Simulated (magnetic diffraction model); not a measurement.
# Er2Mn3Cu9P7 below its ordering temperature

Space group P-6 (no. 174), a = 9.5600 Å, c = 3.8080 Å.

| site | atom | x | y | z |
| --- | --- | --- | --- | --- |
| 1b | Er | 0 | 0 | 1/2 |
| 1e | Er | 2/3 | 1/3 | 0 |
| 3k | Cu | 0.9072 | 0.6305 | 1/2 |
| 3j | Cu | 0.0559 | 0.5521 | 0 |
| 3j | Cu | 0.2765 | 0.0379 | 0 |
| 3k | Mn | 0.2365 | 0.7961 | 1/2 |
| 1c | P | 1/3 | 2/3 | 0 |
| 3k | P | 0.9132 | 0.3728 | 1/2 |
| 3j | P | 0.0468 | 0.7939 | 0 |

This is a made-up structure (elements placed in a structure type, unrelaxed), so the numbers test the method and describe no known phase.

Only Er is taken to order (form factors of Er3+); orders and moment sizes are assumed, and not adapted to the symmetry. Radiation: neutrons of λ = 4.2 Å, 8° to 80°; isotropic B of 0.59 Å² (Er), 0.81 Å² (Cu), 0.9 Å² (Mn) and 0.7 Å² (P). Simulated constant-wavelength pattern: nuclear and magnetic terms add, the magnetic one as |2.695 fm × Σ f S⊥ exp(2πi Q·r) exp(−B s²)|², summed over all Q at one angle with the factor 1/(sin²θ cos θ). For collinear order S is the moment m, which repeats by lattice and centring translations R with the sign exp(−2πi k·R). Free-ion form factors, Sears's scattering lengths of 1992, no absorption; a label names one of the reflections at its angle. The strongest nuclear line in the range is 100, and lines under 0.2 are left out.

Above the ordering temperature:

| 2θ (°) | index | I |
| --- | --- | --- |
| 29.39 | (1 0 0) | 100.0 |
| 52.12 | (1 1 0) | 17.6 |
| 60.97 | (2 0 0) | 61.9 |
| 66.94 | (0 0 1) | 52.4 |
| 74.75 | (1 0 1) | 74.9 |

Below it (cell unchanged):

```tsv
2θ (°)	I
14.57	629.0
29.39	100.0
39.21	128.8
52.12	17.6
54.42	37.7
60.97	61.9
66.94	52.4
67.12	61.1
68.92	28.7
72.83	95.7
74.75	74.9
78.71	26.7
```

**Question.** Check that the new lines index with k = (1/2 1/2 0), then choose among these models:
A. collinear moments along [100], 8.4 μB on Er; signs + at (0, 0, 1/2), − at (2/3, 1/3, 0)
B. collinear moments along [100], 8.4 μB on Er; signs + at (0, 0, 1/2), + at (2/3, 1/3, 0)
C. collinear moments along [120], 8.4 μB on Er; signs + at (0, 0, 1/2), + at (2/3, 1/3, 0)
D. collinear moments along [120], 8.4 μB on Er; signs + at (0, 0, 1/2), − at (2/3, 1/3, 0)

The new lines index as (1/2 -1/2 0) at 14.57°, (3/2 -1/2 0) at 39.21°, (3/2 1/2 0) at 54.42° and (5/2 -3/2 0) at 67.12°, that is as H ± k with k = (1/2 1/2 0), one of 3 inequivalent arms of its star (k and −k counted as one), which a powder can't tell apart. Half indices mean that the moments reverse under translations with k·R a half-integer, and the magnetic cell has twice the primitive volume.

Magnetic intensity, observed (below minus above) and for each model:

| 2θ (°) | index | observed | A | B | C | D |
| --- | --- | --- | --- | --- | --- | --- |
| 14.57 | (1/2 -1/2 0) | 629.0 | 69.9 | 209.7 | 629.0 | 209.7 |
| 25.38 | (1/2 1/2 0) | <0.2 | 279.7 | <0.2 | <0.2 | 93.2 |
| 39.21 | (3/2 -1/2 0) | 128.8 | 37.2 | 111.6 | 128.8 | 42.9 |
| 44.73 | (3/2 -3/2 0) | <0.2 | 31.2 | <0.2 | <0.2 | 93.8 |
| 54.42 | (3/2 1/2 0) | 37.7 | 31.0 | 93.0 | 37.7 | 12.6 |
| 68.92 | (1/2 -1/2 1) | 28.7 | 84.0 | 28.0 | 28.7 | 86.2 |
| 71.07 | (5/2 -1/2 0) | <0.2 | 59.4 | <0.2 | <0.2 | 51.5 |
| 72.83 | (1/2 1/2 1) | 95.7 | <0.2 | 103.0 | 95.7 | <0.2 |

Model C matches.

The absence at (1/2 1/2 0) is telling: the sublattices cancel there.

The structure used: k = (1/2 1/2 0), collinear moments along [120], 8.4 μB on Er; signs + at (0, 0, 1/2), + at (2/3, 1/3, 0).

[Logs are printed without paths, hosts, clocks, repeated set-up lines and the standing remarks that a program may print on its own settings, such as how far it seeks lower states.]
